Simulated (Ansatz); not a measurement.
# KCaF3 (Pm-3m): what size, symmetry and threads cost in G0W0, part 2 of 2

Aim: time one G0W0 calculation on KCaF3 (Pm-3m) in larger cells, without symmetry and on fewer threads.

Ansatz 0.2.0; G0W0 on LDA, plane waves, PAW. Known limits of the many-body steps: short of the basis limit; coarse k mesh.

So far. Step 7 (8 threads, 2×2×2 mesh): Against the run with 2×2×2 mesh, 95 empty bands, screening to 60 eV, the gap moves by +0.000 eV. Step 8 (10 atoms (2×1×1 cells), 1×2×2 mesh): The gap on the mesh goes from 5.79 eV to 9.54 eV, a correction of +3.75 eV. Between the two edge states, bare exchange in place of the xc potential would open the gap by 12.47 eV, and correlation takes back 8.72 eV.

**9. 20 atoms (2×2×1 cells), 1×1×2 mesh**

Input file input.yaml:

```yaml
crystal:
  lattice:
    - [8.963452, 0.0, 0.0]
    - [0.0, 8.963452, 0.0]
    - [0.0, 0.0, 4.481726]
  atoms:
    - { symbol: K, position: [0.25, 0.25, 0.5] }
    - { symbol: Ca, position: [0.0, 0.0, 0.0] }
    - { symbol: F, position: [0.0, 0.25, 0.0] }
    - { symbol: F, position: [0.0, 0.0, 0.5] }
    - { symbol: F, position: [0.25, 0.0, 0.0] }
    - { symbol: K, position: [0.25, 0.75, 0.5] }
    - { symbol: Ca, position: [0.0, 0.5, 0.0] }
    - { symbol: F, position: [0.0, 0.75, 0.0] }
    - { symbol: F, position: [0.0, 0.5, 0.5] }
    - { symbol: F, position: [0.25, 0.5, 0.0] }
    - { symbol: K, position: [0.75, 0.25, 0.5] }
    - { symbol: Ca, position: [0.5, 0.0, 0.0] }
    - { symbol: F, position: [0.5, 0.25, 0.0] }
    - { symbol: F, position: [0.5, 0.0, 0.5] }
    - { symbol: F, position: [0.75, 0.0, 0.0] }
    - { symbol: K, position: [0.75, 0.75, 0.5] }
    - { symbol: Ca, position: [0.5, 0.5, 0.0] }
    - { symbol: F, position: [0.5, 0.75, 0.0] }
    - { symbol: F, position: [0.5, 0.5, 0.5] }
    - { symbol: F, position: [0.75, 0.5, 0.0] }
kpoints:
  mp_grid: { grid: [1, 1, 2] }
hamiltonian:
  xc: lda
scf:
  occupations: { method: fixed }
gw:
  n_empty_bands: 380
  ecut_chi: 60.0
  qp_bands: [v1, c1]
  qp_kpoints: band_edges
  screening: { model: contour_deformation }
```

Launch:

```sh
ansatz run input.yaml --threads 16 --pin off --max-ram 36864MiB --backend cpu --events-out ev --progress --plain --runs-dir out
```

Standard output:

```text
[...]
Crystal: 20 atoms, lattice volume = 360.077 Å³
Basis set: ecut = 420 eV, 7031 PW (Γ)
Bands: 100, of which v1, the nominal top of the filled ones, is band 80 counted from 1 (79 counted from 0)
Symmetry: 64 space group operations
[...]
k-points: 2
[...]
k-point 1: bands = [... 76 lower, 0.7414, 0.7522, 0.7522, 0.7522, 8.6457, 9.2395, 9.6521, 9.6521, ... 16 higher]
[...]
0    80      0.7414   -31.1535     5.5507   -23.4965  0.7860    -1.4260    -1.3649  root
     0    81      6.5451    -4.7016    -3.1615    -9.5005  0.8819     8.2010     8.1824  root
     1    80      0.7522   -31.2032     5.5593   -23.5347  0.7859    -1.4183    -1.3571  root
     1    81      8.6457    -6.5314    -2.9711   -11.4109  0.8695    10.5832    10.5542  root
[key lines of the parts left out:]
SCF converged after 8 iterations
Free energy (F): -22635.547081 eV
Fermi energy:    0.752204 eV
```

The job ended after 13 s (16 threads of Arm Neoverse V2, shared host; peak memory 1.6 GiB).

Numbers from this step:

* bands summed: 460
* RPA ε∞ on this mesh (eigenvalues): 2.082, 2.082, 2.082
* plane waves in the screening matrix: 377
* G0W0 gap on the mesh: 9.539 eV
* k of the valence top: 0, 0, -0.5
* k of the conduction bottom: 0, 0, 0
* starting gap on the mesh: 5.793 eV
* least direct G0W0 gap on the computed points: 9.547 eV

The gap on the mesh goes from 5.79 eV to 9.54 eV, a correction of +3.75 eV. Between the two edge states, bare exchange in place of the xc potential would open the gap by 12.47 eV, and correlation takes back 8.72 eV.

**10. 40 atoms (2×2×2 cells), 1×1×1 mesh**

Input file input.yaml:

```yaml
crystal:
  lattice:
    - [8.963452, 0.0, 0.0]
    - [0.0, 8.963452, 0.0]
    - [0.0, 0.0, 8.963452]
  atoms:
    - { symbol: K, position: [0.25, 0.25, 0.25] }
    - { symbol: Ca, position: [0.0, 0.0, 0.0] }
    - { symbol: F, position: [0.0, 0.25, 0.0] }
    - { symbol: F, position: [0.0, 0.0, 0.25] }
    - { symbol: F, position: [0.25, 0.0, 0.0] }
    - { symbol: K, position: [0.25, 0.25, 0.75] }
    - { symbol: Ca, position: [0.0, 0.0, 0.5] }
    - { symbol: F, position: [0.0, 0.25, 0.5] }
    - { symbol: F, position: [0.0, 0.0, 0.75] }
    - { symbol: F, position: [0.25, 0.0, 0.5] }
    - { symbol: K, position: [0.25, 0.75, 0.25] }
    - { symbol: Ca, position: [0.0, 0.5, 0.0] }
    - { symbol: F, position: [0.0, 0.75, 0.0] }
    - { symbol: F, position: [0.0, 0.5, 0.25] }
    - { symbol: F, position: [0.25, 0.5, 0.0] }
    - { symbol: K, position: [0.25, 0.75, 0.75] }
    - { symbol: Ca, position: [0.0, 0.5, 0.5] }
    - { symbol: F, position: [0.0, 0.75, 0.5] }
    - { symbol: F, position: [0.0, 0.5, 0.75] }
    - { symbol: F, position: [0.25, 0.5, 0.5] }
    - { symbol: K, position: [0.75, 0.25, 0.25] }
    - { symbol: Ca, position: [0.5, 0.0, 0.0] }
    - { symbol: F, position: [0.5, 0.25, 0.0] }
    - { symbol: F, position: [0.5, 0.0, 0.25] }
    - { symbol: F, position: [0.75, 0.0, 0.0] }
    - { symbol: K, position: [0.75, 0.25, 0.75] }
    - { symbol: Ca, position: [0.5, 0.0, 0.5] }
    - { symbol: F, position: [0.5, 0.25, 0.5] }
    - { symbol: F, position: [0.5, 0.0, 0.75] }
    - { symbol: F, position: [0.75, 0.0, 0.5] }
    - { symbol: K, position: [0.75, 0.75, 0.25] }
    - { symbol: Ca, position: [0.5, 0.5, 0.0] }
    - { symbol: F, position: [0.5, 0.75, 0.0] }
    - { symbol: F, position: [0.5, 0.5, 0.25] }
    - { symbol: F, position: [0.75, 0.5, 0.0] }
    - { symbol: K, position: [0.75, 0.75, 0.75] }
    - { symbol: Ca, position: [0.5, 0.5, 0.5] }
    - { symbol: F, position: [0.5, 0.75, 0.5] }
    - { symbol: F, position: [0.5, 0.5, 0.75] }
    - { symbol: F, position: [0.75, 0.5, 0.5] }
kpoints:
  mp_grid: { grid: [1, 1, 1] }
hamiltonian:
  xc: lda
scf:
  occupations: { method: fixed }
gw:
  n_empty_bands: 760
  ecut_chi: 60.0
  qp_bands: [v1, c1]
  qp_kpoints: band_edges
  screening: { model: contour_deformation }
```

Standard output:

```text
[...]
Crystal: 40 atoms, lattice volume = 720.155 Å³
Basis set: ecut = 420 eV, 13997 PW (Γ)
Bands: 200, of which v1, the nominal top of the filled ones, is band 160 counted from 1 (159 counted from 0)
Symmetry: 384 space group operations
[...]
k-points: 1
[...]
--- Band table (eV) ---
  k-point 0: bands = [... 156 lower, 0.7414, 0.7522, 0.7522, 0.7522, 6.5451, 8.6457, 8.6457, 8.6457, ... 36 higher]
[...]
gw.qp_kpoints: band_edges: 1 of 1 stored k-point solved, in 1 pass; an edge of the gap read off the rows below is read off those points alone
[...]
0   160      0.7522   -31.2032     5.5597   -23.5347  0.7859    -1.4179    -1.3567  root
     0   161      6.5451    -4.7016    -3.1616    -9.5005  0.8819     8.2010     8.1823  root
[key lines of the parts left out:]
SCF converged after 7 iterations
Free energy (F): -45271.094161 eV
Fermi energy:    0.752164 eV
```

It took 24 s on 16 threads; peak memory 3.4 GiB.

Read from the output:

| Quantity | Value |
| --- | --- |
| bands summed | 920 |
| RPA ε∞ on this mesh (eigenvalues) | 2.082, 2.082, 2.082 |
| plane waves in the screening matrix | 751 |
| G0W0 gap on the mesh | 9.539 eV |
| k of the valence top | 0, 0, 0 |
| k of the conduction bottom | 0, 0, 0 |
| starting gap on the mesh | 5.793 eV |
| least direct G0W0 gap on the computed points | 9.539 eV |

The gap on the mesh goes from 5.79 eV to 9.54 eV, a correction of +3.75 eV. Between the two edge states, bare exchange in place of the xc potential would open the gap by 12.47 eV, and correlation takes back 8.72 eV.

**11. The runs together**

A supercell on the folded mesh samples the same points as the primitive cell, so the gap should stay. Times are wall times on shared hardware, named with each run.

| run | mesh | irreducible k | bands | screening plane waves | threads | gap (eV) | time | CPU time | host memory (GiB) |
| --- | --- | --- | --- | --- | --- | --- | --- | --- | --- |
| 5 atoms (1×1×1 cells) | 2×2×2 | 4 | 115 | 93 | 16 | 9.539 | 1.2 s | 8.5 s | 0.36 |
| no symmetry | 2×2×2 | 8 | 115 | 93 | 16 | 9.539 | 2.2 s | 19 s | 0.50 |
| 1 thread | 2×2×2 | 4 | 115 | 93 | 1 | 9.539 | 5.2 s | 5.2 s | 0.29 |
| 2 threads | 2×2×2 | 4 | 115 | 93 | 2 | 9.539 | 3 s | 5.5 s | 0.32 |
| 4 threads | 2×2×2 | 4 | 115 | 93 | 4 | 9.539 | 1.6 s | 5.4 s | 0.39 |
| 8 threads | 2×2×2 | 4 | 115 | 93 | 8 | 9.539 | 1.3 s | 6.2 s | 0.37 |
| 10 atoms (2×1×1 cells) | 1×2×2 | 3 | 230 | 187 | 16 | 9.540 | 3.4 s | 28 s | 0.75 |
| 20 atoms (2×2×1 cells) | 1×1×2 | 2 | 460 | 377 | 16 | 9.539 | 13 s | 1.7 min | 1.6 |
| 40 atoms (2×2×2 cells) | 1×1×1 | 1 | 920 | 751 | 16 | 9.539 | 24 s | 5.5 min | 3.4 |

**12. What came out**

```
5 atoms (1×1×1 cells)  : 1.2 s, gap 9.54 eV
no symmetry            : 2.2 s, gap 9.54 eV
1 thread               : 5.2 s, gap 9.54 eV
2 threads              : 3 s, gap 9.54 eV
4 threads              : 1.6 s, gap 9.54 eV
8 threads              : 1.3 s, gap 9.54 eV
10 atoms (2×1×1 cells) : 3.4 s, gap 9.54 eV
20 atoms (2×2×1 cells) : 13 s, gap 9.54 eV
40 atoms (2×2×2 cells) : 24 s, gap 9.54 eV
```

In words: From 5 to 40 atoms the gap stays within 0.001 eV, while the time grows 20-fold. Without symmetry the mesh holds 8 points in place of 4, the time changes by less than twofold and the gap changes by +0.0001 eV. Going from 1 to 16 threads speeds the run 4.2-fold, an efficiency of about 26 %. The host was shared, so single times are good to a factor of about two.

[Long decimals in the printed logs are rounded to 6 places.]

[Logs are printed without paths, hosts, clocks, repeated set-up lines and the standing remarks that a program may print on its own settings, such as how far it seeks lower states.]

[Paths, hosts, dates, memory and timing lines, banners, echoed tables and standing remarks are left out of the program output; an Ansatz launch command may be rebuilt from the run's recorded settings. Measured values are a selection of at most five: reports struck by readers or far from the other reports are left out. None is set beside runs whose start may be inverted or whose files or cutoffs have a known fault.]

[Runs of the session that timed out or met a known fault of the program may be left out.]

[Cells called generated may have been cut or substituted from an entry of the Crystallography Open Database or the Materials Project.]

[Hosts, paths, dates, database ids (printed as entryN), source tags and the programs' standing remarks are cut or masked in the printed files.]

[Where the starting crystal was built by hand or by swapping elements, it need not be the compound's stable phase.]
